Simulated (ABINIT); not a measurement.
**Quasiparticle gap of P2Ir (P2_1/c) in ABINIT**

Aim: the G0W0 gap of P2Ir (P2_1/c) on LDA, step by step.

Program: ABINIT 10.8.3. Level of theory: LDA and many-body steps on it, plane waves. Results are calculated unless marked as measured.

## (1) The structure

Symmetry: P2_1/c, No. 14, monoclinic system. Conventional cell: a = 5.772 Å, b = 5.807 Å, c = 5.872 Å, α = 90.00°, β = 111.25°, γ = 90.00°. P has 1 P at 2.22 Å and 3 Ir at 2.41 to 2.42 Å nearest. Nearest to P lie 1 P at 2.22 Å and 3 Ir at 2.33 to 2.35 Å. Nearest to Ir lie 6 P at 2.33 to 2.42 Å. Farther neighbours are not listed.

The cell and positions are those that the Materials Project relaxed with its own functionals (PBE, PBE+U or r2SCAN), kept fixed. Spin-orbit coupling is left out unless a step names it.

## (2) Ground state

This step: ABINIT 10.8.3; DFT, LDA, plane waves, norm-conserving pseudopotentials.

The ground-state density comes first.

The input, run.abi:

```
acell 3*1.0 Angstrom
rprim 
  5.772335097500 0.000000000000 -0.000000000000
  0.000000000000 5.806731510000 0.000000000000
  -2.128499726500 0.000000000000 5.473140883600
ntypat 2
znucl 15 77
natom 12
typat 1 1 1 1 1 1 1 1 2 2 2 2
xred 
  0.158006700000 0.881881860000 0.870287720000
  0.841993300000 0.381881860000 0.629712280000
  0.841993300000 0.118118140000 0.129712280000
  0.158006700000 0.618118140000 0.370287720000
  0.334322990000 0.377205270000 0.188546390000
  0.665677010000 0.877205270000 0.311453610000
  0.665677010000 0.622794730000 0.811453610000
  0.334322990000 0.122794730000 0.688546390000
  0.271866410000 0.498830410000 0.791578690000
  0.728133590000 0.998830410000 0.708421310000
  0.728133590000 0.501169590000 0.208421310000
  0.271866410000 0.001169590000 0.291578690000
pp_dirpath "pseudos"
pseudos "P.upf, Ir.upf"
ecut 24
ngkpt 4 4 4
nshiftk 1
shiftk 0 0 0
kptopt 1
chksymbreak 0
nband 64
occopt 1
tolvrs 1e-08
nstep 60
prtwf 0
optforces 0
optstress 0
indata_prefix "in"
outdata_prefix "out"
tmpdata_prefix "tmp"
```

The run is started by

```bash
> OMP_NUM_THREADS=1 mpirun -n 8 abinit run.abi > log
```

Numbers of over 12 decimals in the logs are rounded to 6 here.

The log of the run:

```text
.Version 10.8.3 of ABINIT. v10.8.2 released Aug 2026.

 Symmetries : space group P2_1/c (# 14); Bravais mP (primitive monocl.)
================================================================================
 Values of the parameters that define the memory need of the present run
     intxc =       0    ionmov =       0      iscf =       7    lmnmax =       8
     lnmax =       8     mgfft =      50  mpssoang =       4    mqgrid =    3001
     natom =      12  nloc_mem =       1    nspden =       1   nspinor =       1
    nsppol =       1      nsym =       4    n1xccc =    2501    ntypat =       2
    occopt =       1   xclevel =       1
-    mband =          64        mffmem =           1         mkmem =           4
       mpw =        6968          nfft =      125000          nkpt =          30
================================================================================
  Rough estimation (10% accuracy) of disk space for files :
================================================================================

--------------------------------------------------------------------------------
------------- Echo of variables that govern the present computation ------------
--------------------------------------------------------------------------------
 -outvars: echo values of preprocessed input variables --------
            acell      1.8897261259E+00  1.8897261259E+00  1.8897261259E+00 Bohr

      chksymbreak           0
             ecut      2.40000000E+01 Hartree
-          fftalg         312

              ixc       -1012
              kpt      0.00000000E+00  0.00000000E+00  0.00000000E+00
                       2.50000000E-01  0.00000000E+00  0.00000000E+00
                       5.00000000E-01  0.00000000E+00  0.00000000E+00
                       0.00000000E+00  2.50000000E-01  0.00000000E+00
                       2.50000000E-01  2.50000000E-01  0.00000000E+00
                       5.00000000E-01  2.50000000E-01  0.00000000E+00
                       0.00000000E+00  5.00000000E-01  0.00000000E+00
                       2.50000000E-01  5.00000000E-01  0.00000000E+00
                       5.00000000E-01  5.00000000E-01  0.00000000E+00
   [... 19 further rows ...]
                       2.50000000E-01  5.00000000E-01  5.00000000E-01
                       5.00000000E-01  5.00000000E-01  5.00000000E-01
         kptrlatt        4    0    0      0    4    0      0    0    4
          kptrlen      4.36325298E+01
P           mkmem           4
            natom          12
            nband          64
            ngfft          50      50      50
             nkpt          30
            nstep          60
             nsym           4
           ntypat           2
              occ      2.000000  2.000000  2.000000  2.000000  2.000000  2.000000
                       2.000000  2.000000  2.000000  2.000000  2.000000  2.000000
                       2.000000  2.000000  2.000000  2.000000  2.000000  2.000000
                       2.000000  2.000000  2.000000  2.000000  2.000000  2.000000
                       2.000000  2.000000  2.000000  2.000000  2.000000  2.000000
                       2.000000  2.000000  2.000000  2.000000  2.000000  2.000000
                       2.000000  2.000000  2.000000  2.000000  2.000000  2.000000
                       2.000000  2.000000  2.000000  2.000000  2.000000  2.000000
                       2.000000  2.000000  2.000000  2.000000  2.000000  2.000000
                       0.000000  0.000000  0.000000  0.000000  0.000000  0.000000
                       0.000000  0.000000  0.000000  0.000000
        optforces           0
        optstress           0
            prtwf           0
            rprim      5.7723350975E+00  0.0000000000E+00 -0.0000000000E+00
[...]
spgroup          14

           tolvrs      1.00000000E-08

             xred      1.5800670000E-01  8.8188186000E-01  8.7028772000E-01
[...]
znucl       15.00000   77.00000

================================================================================

 chkinp: Checking input parameters for consistency.

================================================================================
== DATASET  1 ==================================================================
-   mpi_nproc: 8, omp_nthreads: 1 (-1 if OMP is not activated)

--- !DatasetInfo
iteration_state: {dtset: 1, }
dimensions: {natom: 12, nkpt: 30, mband: 64, nsppol: 1, nspinor: 1, nspden: 1, mpw: 6968, }
cutoff_energies: {ecut:  24.0, pawecutdg:  -1.0, }
electrons: {nelect:   1.08000000E+02, charge:   0.00000000E+00, occopt:   1.00000000E+00, tsmear:   1.00000000E-02, }

 Real(R)+Recip(G) space primitive vectors, cartesian coordinates (Bohr,Bohr^-1):
 R(1)= 10.9081324  0.0000000  0.0000000  G(1)=  0.0916747  0.0000000  0.0356522
 R(2)=  0.0000000 10.9731322  0.0000000  G(2)=  0.0000000  0.0911317  0.0000000
 R(3)= -4.0222815  0.0000000 10.3427373  G(3)=  0.0000000  0.0000000  0.0966862
 Unit cell volume ucvol=  1.2379882E+03 bohr^3
 Angles (23,13,12)=  9.00000000E+01  1.11251015E+02  9.00000000E+01 degrees

 getcut: wavevector=  0.0000  0.0000  0.0000  ngfft=  50  50  50
         ecut(hartree)=     24.000   => boxcut(ratio)=   2.04307

--- Pseudopotential description ------------------------------------------------
- P Generated using ONCVPSP code by D. R. Hamann
[...]
nproj     2     2     2     2
  pspatm : epsatm=   27.56253566
         --- l  ekb(1:nproj) -->
[...]
pspatm: atomic psp has been read  and splines computed

   1.79823461E+04                                ecore*ucvol(ha*bohr**3)
--------------------------------------------------------------------------------

_setup2: Arith. and geom. avg. npw (full set) are    6951.109    6951.096

================================================================================

--- !BeginCycle
iteration_state: {dtset: 1, }
solver: {iscf: 7, nstep: 60, nline: 4, wfoptalg: 0, }
tolerances: {tolvrs: 1.00E-08, }

     iter   Etot(hartree)      deltaE(h)  residm     vres2
 ETOT  1  -515.27445434364    -5.153E+02 9.758E-02 4.500E+01
 ETOT  2  -515.62325107991    -3.488E-01 2.527E-02 5.890E+02
 ETOT  3  -515.79625857041    -1.730E-01 1.209E-02 1.017E+02
 ETOT  4  -515.82936502033    -3.311E-02 1.922E-02 3.254E+00
 ETOT  5  -515.83041514092    -1.050E-03 9.689E-03 1.226E-01
 ETOT  6  -515.83046094919    -4.581E-05 3.352E-03 1.287E-03
 ETOT  7  -515.83046132282    -3.736E-07 4.668E-03 1.983E-04
 ETOT  8  -515.83046137999    -5.716E-08 3.006E-03 3.678E-07
 ETOT  9  -515.83046138012    -1.338E-10 3.293E-03 3.898E-08
 ETOT 10  -515.83046138013    -1.455E-11 1.195E-03 3.179E-09

 At SCF step   10       vres2   =  3.18E-09 < tolvrs=  1.00E-08 =>converged.

--- !ResultsGS
iteration_state: {dtset: 1, }
comment   : Summary of ground state results
lattice_vectors:
- [ 10.9081324,   0.0000000,  -0.0000000, ]
- [  0.0000000,  10.9731322,   0.0000000, ]
- [ -4.0222815,   0.0000000,  10.3427373, ]
lattice_lengths: [  10.90813,   10.97313,   11.09734, ]
lattice_angles: [ 90.000, 111.251,  90.000, ] # degrees, (23, 13, 12)
lattice_volume:   1.2379882E+03
convergence: {deltae: -1.455E-11, res2:  3.179E-09, residm:  1.195E-03, diffor:  0.000E+00, }
etotal    :  -5.15830461E+02
entropy   :   0.00000000E+00
fermie    :   3.71267225E-01
cartesian_stress_tensor: null
pressure_GPa: null
xred      :
- [  1.5801E-01,   8.8188E-01,   8.7029E-01,  P]
- [  8.4199E-01,   3.8188E-01,   6.2971E-01,  P]
- [  8.4199E-01,   1.1812E-01,   1.2971E-01,  P]
- [  1.5801E-01,   6.1812E-01,   3.7029E-01,  P]
- [  3.3432E-01,   3.7721E-01,   1.8855E-01,  P]
- [  6.6568E-01,   8.7721E-01,   3.1145E-01,  P]
- [  6.6568E-01,   6.2279E-01,   8.1145E-01,  P]
- [  3.3432E-01,   1.2279E-01,   6.8855E-01,  P]
- [  2.7187E-01,   4.9883E-01,   7.9158E-01, Ir]
- [  7.2813E-01,   9.9883E-01,   7.0842E-01, Ir]
- [  7.2813E-01,   5.0117E-01,   2.0842E-01, Ir]
- [  2.7187E-01,   1.1696E-03,   2.9158E-01, Ir]
cartesian_forces: null
force_length_stats: {min: null, max: null, mean: null, }

 Integrated electronic density in atomic spheres:
 ------------------------------------------------
 Atom  Sphere_radius  Integrated_density
[...]
================================================================================

 ----iterations are completed or convergence reached----

 Mean square residual over all n,k,spin=   49.798E-07; max=  11.949E-04
 reduced coordinates (array xred) for   12 atoms
[...]
0.334322990000      0.122794730000      0.688546390000
       0.271866410000      0.498830410000      0.791578690000
       0.728133590000      0.998830410000      0.708421310000
       0.728133590000      0.501169590000      0.208421310000
       0.271866410000      0.001169590000      0.291578690000
 rms dE/dt=  0.0000E+00; max dE/dt=  0.0000E+00; dE/dt below (all hartree)
    1       0.000000000000      0.000000000000      0.000000000000
    2       0.000000000000      0.000000000000      0.000000000000
    3       0.000000000000      0.000000000000      0.000000000000
    4       0.000000000000      0.000000000000      0.000000000000
    5       0.000000000000      0.000000000000      0.000000000000
    6       0.000000000000      0.000000000000      0.000000000000
    7       0.000000000000      0.000000000000      0.000000000000
    8       0.000000000000      0.000000000000      0.000000000000
    9       0.000000000000      0.000000000000      0.000000000000
[...]
cartesian coordinates (angstrom) at end:
[...]
8      0.464254     0.713036     3.768511
    9     -0.115571     2.896574     4.332422
   10      2.695157     5.799940     3.877290
   11      3.759406     2.910157     1.140719
   12      0.948679     0.0067915     1.595851
 length scales=  1.889726125908  1.889726125908  1.889726125908 bohr
              =  1.000000000000  1.000000000000  1.000000000000 angstroms
 prteigrs : about to open file out_EIG
 Fermi (or HOMO) energy (hartree) =   0.37127   Average Vxc (hartree)=  -0.44844
 Eigenvalues (hartree) for nkpt=  30  k points:
 kpt#   1, nband= 64, wtk=  0.01563, kpt=  0.0000  0.0000  0.0000 (reduced coord)
  -3.02729   -3.02725   -3.02712   -3.02707   -1.44374   -1.44373   -1.44013   -1.44007
  -1.43954   -1.43953   -1.43904   -1.43900   -1.43484   -1.43471   -1.43440   -1.43439
  -0.15408   -0.07391   -0.06990   -0.06833    0.02352    0.04149    0.04931    0.05206
   0.10407    0.13967    0.14018    0.14063    0.15027    0.17844    0.17982    0.19095
   0.19353    0.19967    0.20431    0.20574    0.22374    0.23259    0.23565    0.24083
   0.25240    0.26044    0.26708    0.27543    0.27932    0.28311    0.29061    0.29270
   0.29457    0.29678    0.29751    0.31237    0.31912    0.32397    0.39408    0.42349
   0.45763    0.47173    0.48275    0.51464    0.52847    0.53177    0.56151    0.56770
 prteigrs : prtvol=0 or 1, do not print more k-points.

--- !EnergyTerms
iteration_state     : {dtset: 1, }
comment             : Components of total free energy in Hartree
kinetic             :  1.49157411239939E+02
hartree             :  1.16256169289512E+02
xc                  : -1.01990484820632E+02
Ewald energy        : -3.47896746439862E+02
psp_core            :  1.45254581998647E+01
local_psp           : -3.77819024262270E+02
non_local_psp       :  3.19367554133128E+01
total_energy        : -5.15830461380135E+02
total_energy_eV     : -1.40364619220574E+04
band_energy         : -4.48325835219553E+01

== END DATASET(S) ==============================================================
================================================================================

 -outvars: echo values of variables after computation  --------
           etotal     -5.1583046138E+02
            nband          64
             nkpt          30
          spgroup          14
 [... the other variables as echoed above ...]

 Calculation completed.
```

Elapsed: 83 s, on 8 MPI ranks of Intel Xeon 6975P-C (Granite Rapids), shared host; peak memory 1 GiB.

This step gave:

* total energy: -14036.4619 eV
* gap: 0.6207 eV
* k of the valence top: 0.5, 0.5, 0.5
* k of the conduction bottom: 0, 0, 0
* least direct gap: 1.526 eV

The gap is indirect, with the least direct gap 0.91 eV higher.

## (3) Empty states on the mesh, 2×2×2 mesh, 191 bands

The sums over transitions need many empty states on a uniform mesh; this step solves for them.

Edit run.abi of step 2 so:

```diff
@@ -25,3 +25,3 @@
 ecut 24
-ngkpt 4 4 4
+ngkpt 2 2 2
 nshiftk 1
@@ -30,9 +30,10 @@
 chksymbreak 0
-nband 64
-occopt 1
-tolvrs 1e-08
+iscf -2
+irdden 1
+istwfk *1
+nband 191
+nbdbuf 16
+tolwfr 1e-09
 nstep 60
-prtwf 0
-optforces 0
-optstress 0
+prtvol 0
 indata_prefix "in"
```

The log of the run:

```text
.Version 10.8.3 of ABINIT. v10.8.2 released Aug 2026.

 Symmetries : space group P2_1/c (# 14); Bravais mP (primitive monocl.)
[... echo of the input left out ...]
== DATASET  1 ==================================================================
-   mpi_nproc: 8, omp_nthreads: 1 (-1 if OMP is not activated)

--- !DatasetInfo
iteration_state: {dtset: 1, }
dimensions: {natom: 12, nkpt: 8, mband: 191, nsppol: 1, nspinor: 1, nspden: 1, mpw: 6990, }
cutoff_energies: {ecut:  24.0, pawecutdg:  -1.0, }
electrons: {nelect:   1.08000000E+02, charge:   0.00000000E+00, occopt:   1.00000000E+00, tsmear:   1.00000000E-02, }

 Real(R)+Recip(G) space primitive vectors, cartesian coordinates (Bohr,Bohr^-1):
 R(1)= 10.9081324  0.0000000  0.0000000  G(1)=  0.0916747  0.0000000  0.0356522
 R(2)=  0.0000000 10.9731322  0.0000000  G(2)=  0.0000000  0.0911317  0.0000000
 R(3)= -4.0222815  0.0000000 10.3427373  G(3)=  0.0000000  0.0000000  0.0966862
 Unit cell volume ucvol=  1.2379882E+03 bohr^3
 Angles (23,13,12)=  9.00000000E+01  1.11251015E+02  9.00000000E+01 degrees

 getcut: wavevector=  0.0000  0.0000  0.0000  ngfft=  50  50  50
         ecut(hartree)=     24.000   => boxcut(ratio)=   2.04307

--- Pseudopotential description ------------------------------------------------
- P Generated using ONCVPSP code by D. R. Hamann
- 15.00000   5.00000  180309                  znucl, zion, pspdat
12 -1012 2 -1 1298                            pspcod,pspxc,lmax,lloc,mmax
     nproj     2     2     2     0
  pspatm : epsatm=    7.03163270
         --- l  ekb(1:nproj) -->
             0    6.795192    1.078292
             1    3.452929    0.907117
             2   -3.024864   -0.802189
 pspatm: atomic psp has been read  and splines computed

- Ir Generated using ONCVPSP code by D. R. Hamann
- 77.00000  17.00000  180309                  znucl, zion, pspdat
12 -1012 3 -1 1296                            pspcod,pspxc,lmax,lloc,mmax
     nproj     2     2     2     2
  pspatm : epsatm=   27.56253566
         --- l  ekb(1:nproj) -->
[...]
pspatm: atomic psp has been read  and splines computed

--------------------------------------------------------------------------------

================================================================================
 prteigrs : about to open file out_EIG
 Non-SCF case, kpt    1 (  0.00000  0.00000  0.00000), residuals and eigenvalues=
  9.63E-10  2.13E-10  8.73E-10  1.96E-10  3.39E-10  3.82E-10  5.28E-10  7.25E-10
  9.99E-10  5.39E-10  6.15E-10  4.64E-10  5.26E-10  4.56E-10  4.08E-10  5.65E-10
  2.97E-10  2.17E-10  3.30E-10  4.97E-10  3.52E-10  4.94E-10  5.02E-10  8.36E-10
[...]
8.66E-07  9.59E-07  2.05E-05  1.33E-05  3.33E-05  1.14E-04  5.68E-04
 -3.0273E+00 -3.0273E+00 -3.0271E+00 -3.0271E+00 -1.4437E+00 -1.4437E+00
 -1.4401E+00 -1.4401E+00 -1.4395E+00 -1.4395E+00 -1.4390E+00 -1.4390E+00
 -1.4348E+00 -1.4347E+00 -1.4344E+00 -1.4344E+00 -1.5408E-01 -7.3910E-02
[...]
1.6211E+00  1.6280E+00  1.6333E+00  1.6413E+00  1.6564E+00  1.6588E+00
  1.6641E+00  1.6692E+00  1.6836E+00  1.6900E+00  1.6908E+00  1.6972E+00
  1.7087E+00  1.7127E+00  1.7305E+00  1.7468E+00  1.7509E+00
 prteigrs : prtvol=0 or 1, do not print more k-points.

--- !ResultsGS
iteration_state: {dtset: 1, }
comment   : Summary of ground state results
lattice_vectors:
- [ 10.9081324,   0.0000000,  -0.0000000, ]
- [  0.0000000,  10.9731322,   0.0000000, ]
- [ -4.0222815,   0.0000000,  10.3427373, ]
lattice_lengths: [  10.90813,   10.97313,   11.09734, ]
lattice_angles: [ 90.000, 111.251,  90.000, ] # degrees, (23, 13, 12)
lattice_volume:   1.2379882E+03
convergence: {deltae:  0.000E+00, res2:  0.000E+00, residm:  9.998E-10, diffor:  0.000E+00, }
etotal    :  -5.15830461E+02
entropy   :   0.00000000E+00
fermie    :   3.71267225E-01
cartesian_stress_tensor: null
pressure_GPa: null
xred      :
- [  1.5801E-01,   8.8188E-01,   8.7029E-01,  P]
- [  8.4199E-01,   3.8188E-01,   6.2971E-01,  P]
- [  8.4199E-01,   1.1812E-01,   1.2971E-01,  P]
[...]
- [  6.6568E-01,   6.2279E-01,   8.1145E-01,  P]
- [  3.3432E-01,   1.2279E-01,   6.8855E-01,  P]
- [  2.7187E-01,   4.9883E-01,   7.9158E-01, Ir]
- [  7.2813E-01,   9.9883E-01,   7.0842E-01, Ir]
- [  7.2813E-01,   5.0117E-01,   2.0842E-01, Ir]
- [  2.7187E-01,   1.1696E-03,   2.9158E-01, Ir]
cartesian_forces: null
force_length_stats: {min: null, max: null, mean: null, }

 Integrated electronic density in atomic spheres:
 ------------------------------------------------
 Atom  Sphere_radius  Integrated_density
[...]
================================================================================

 ----iterations are completed or convergence reached----

 Mean square residual over all n,k,spin=   50.855E-11; max=  99.982E-11
 reduced coordinates (array xred) for   12 atoms
[...]
0.728133590000      0.501169590000      0.208421310000
       0.271866410000      0.001169590000      0.291578690000

 cartesian coordinates (angstrom) at end:
    1     -0.940340     5.120851     4.763207
    2      3.519925     2.217485     3.446504
    3      4.584175     0.685880     0.709934
[...]
11      3.759406     2.910157     1.140719
   12      0.948679     0.0067915     1.595851
 length scales=  1.889726125908  1.889726125908  1.889726125908 bohr
              =  1.000000000000  1.000000000000  1.000000000000 angstroms
 prteigrs : about to open file out_EIG
 Eigenvalues (hartree) for nkpt=   8  k points:
 kpt#   1, nband=191, wtk=  0.12500, kpt=  0.0000  0.0000  0.0000 (reduced coord)
[...]
1.58397    1.58836    1.59614    1.60667    1.61075    1.61313    1.62107    1.62804
   1.63333    1.64132    1.65637    1.65878    1.66410    1.66916    1.68365    1.68995
   1.69084    1.69715    1.70868    1.71272    1.73049    1.74680    1.75088
 prteigrs : prtvol=0 or 1, do not print more k-points.

== END DATASET(S) ==============================================================
================================================================================

 -outvars: echo values of variables after computation  --------
            nband         191
             nkpt           8
          spgroup          14
 [... the other variables as echoed above ...]

 Calculation completed.
```

Run time: 61 s. Hardware: 8 MPI ranks; peak memory 0.97 GiB; 8.1 min of CPU time.

Numbers from this step:

| Item | Value |
| --- | --- |
| gap | 0.6207 eV |
| k of the valence top | 0.5, 0.5, 0.5 |
| k of the conduction bottom | 0, 0, 0 |
| least direct gap | 1.526 eV |
| k points computed | 8 |
| lowest point of the top converged band, above the valence top | 33.12 eV |

On this mesh the gap is 0.621 eV.

(Continued in part 2 of 2.)

[Paths, hosts, dates, memory and timing lines, banners, echoed tables and standing remarks are left out of the program output.]

[Logs are printed without paths, hosts, clocks, repeated set-up lines and the standing remarks that a program may print on its own settings, such as how far it seeks lower states.]

[Runs of the session that timed out or met a known fault of the program may be left out.]

[Hosts, paths, dates, database ids (printed as entryN), source tags and the programs' standing remarks are cut or masked in the printed files.]

[G0W0 gaps are taken among the corrected bands and points alone; a level outside them can change the order at an edge.]

[Where Ansatz stands beside ABINIT at settings called matched, ABINIT's density can come from a denser mesh and the files from another edition; pairs whose starting gaps differed by over 0.03 eV were left out, so agreement reads better than it is.]
